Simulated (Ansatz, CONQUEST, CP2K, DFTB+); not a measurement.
## Finding the fault: CP2K, H-capped Sn nanowire along [110] (56 atoms)

Program: CP2K 2026.2, a calculation on a cell of 24 Sn and 32 H, with vacuum.

Contents of input.inp:

```
&GLOBAL
  PROJECT cell
  RUN_TYPE ENERGY_FORCE
  PRINT_LEVEL LOW
&END GLOBAL
&FORCE_EVAL
  METHOD QS
  &DFT
    BASIS_SET_FILE_NAME BASIS_MOLOPT
    POTENTIAL_FILE_NAME GTH_POTENTIALS
    &MGRID
      CUTOFF 450
      REL_CUTOFF 50
    &END MGRID
    &QS
      EPS_DEFAULT 1.0E-12
    &END QS
    &SCF
      SCF_GUESS ATOMIC
      EPS_SCF 1.0E-06
      MAX_SCF 60
      ADDED_MOS 20
      &DIAGONALIZATION
        ALGORITHM STANDARD
      &END DIAGONALIZATION
      &SMEAR ON
        METHOD FERMI_DIRAC
        ELECTRONIC_TEMPERATURE [K] 580
      &END SMEAR
      &MIXING
        METHOD BROYDEN_MIXING
        ALPHA 0.15
        NBROYDEN 8
      &END MIXING
      &PRINT
        &RESTART OFF
        &END RESTART
      &END PRINT
    &END SCF
    &XC
      &XC_FUNCTIONAL PBE96
      &END XC_FUNCTIONAL
    &END XC
    &PRINT
      &MULLIKEN ON
      &END MULLIKEN
      &HIRSHFELD ON
        SHAPE_FUNCTION DENSITY
      &END HIRSHFELD
      &MO ON
        EIGENVALUES T
        OCCUPATION_NUMBERS T
        MO_INDEX_RANGE 53 76
        &EACH
          QS_SCF 0
        &END EACH
        ADD_LAST NUMERIC
      &END MO
    &END PRINT
  &END DFT
  &SUBSYS
    &CELL
      A 16.84129 0.00000 0.00000
      B 0.00000 17.38083 0.00000
      C 0.00000 0.00000 18.35366
    &END CELL
    &COORD
      Sn 5.97933 6.42100 2.32064
      Sn 7.55130 6.42395 0.04478
      Sn 6.01588 6.35982 6.92832
      Sn 7.63197 6.37320 4.62586
      Sn 5.97933 6.33914 11.39414
      Sn 7.57942 6.44029 9.17041
      Sn 6.01268 6.38954 16.10607
      Sn 7.60805 6.43716 13.82141
      Sn 6.01638 11.02379 2.27971
      Sn 7.62944 10.93654 0.00092
[... 42 atom lines left out ...]
      H 11.79934 10.06889 11.42387
      H 11.81652 7.32133 11.53142
      H 11.85341 10.09791 16.02146
      H 11.80591 7.32359 16.04422
    &END COORD
    &KIND Sn
      BASIS_SET DZVP-MOLOPT-SR-GTH-q4
      POTENTIAL GTH-PBE-q4
    &END KIND
    &KIND H
      BASIS_SET DZVP-MOLOPT-SR-GTH-q1
      POTENTIAL GTH-PBE-q1
    &END KIND
  &END SUBSYS
  &PRINT
    &FORCES ON
    &END FORCES
  &END PRINT
&END FORCE_EVAL
```

Launch:

```bash
OMP_NUM_THREADS=1 cp2k.psmp -i input.inp > output.txt
```

The program printed:

```text
*   ___                                                                       *
 *  /   \                                                                      *
 * [ABORT]                                                                     *
 *  \___/                   invalid value for enumeration:PBE96                *
 *    |                                                                        *
 *  O/|                                                                        *
 * /| |                                                                        *
```

The job ended after 0.95 s (1 thread of Intel Xeon 6975P-C (Granite Rapids), shared host; peak memory 0.24 GiB).

Banners, paths, timers and routine set-up lines are dropped from the logs unmarked, and long logs keep their key lines alone; longer cuts are marked.

**Question.** Which part of the input is at fault, and how is it mended?

An unknown functional: functional pbe96. The sound run has functional pbe.

The program stopped at the start.

[Also dropped from logs without a mark: logging warnings of Python, and SIESTA's first energy breakdown and zero terms.]

[Logs are printed without paths, hosts, clocks, repeated set-up lines and the standing remarks that a program may print on its own settings, such as how far it seeks lower states.]

[Hosts, paths, dates, database ids (printed as entryN), source tags and the programs' standing remarks are cut or masked in the printed files.]
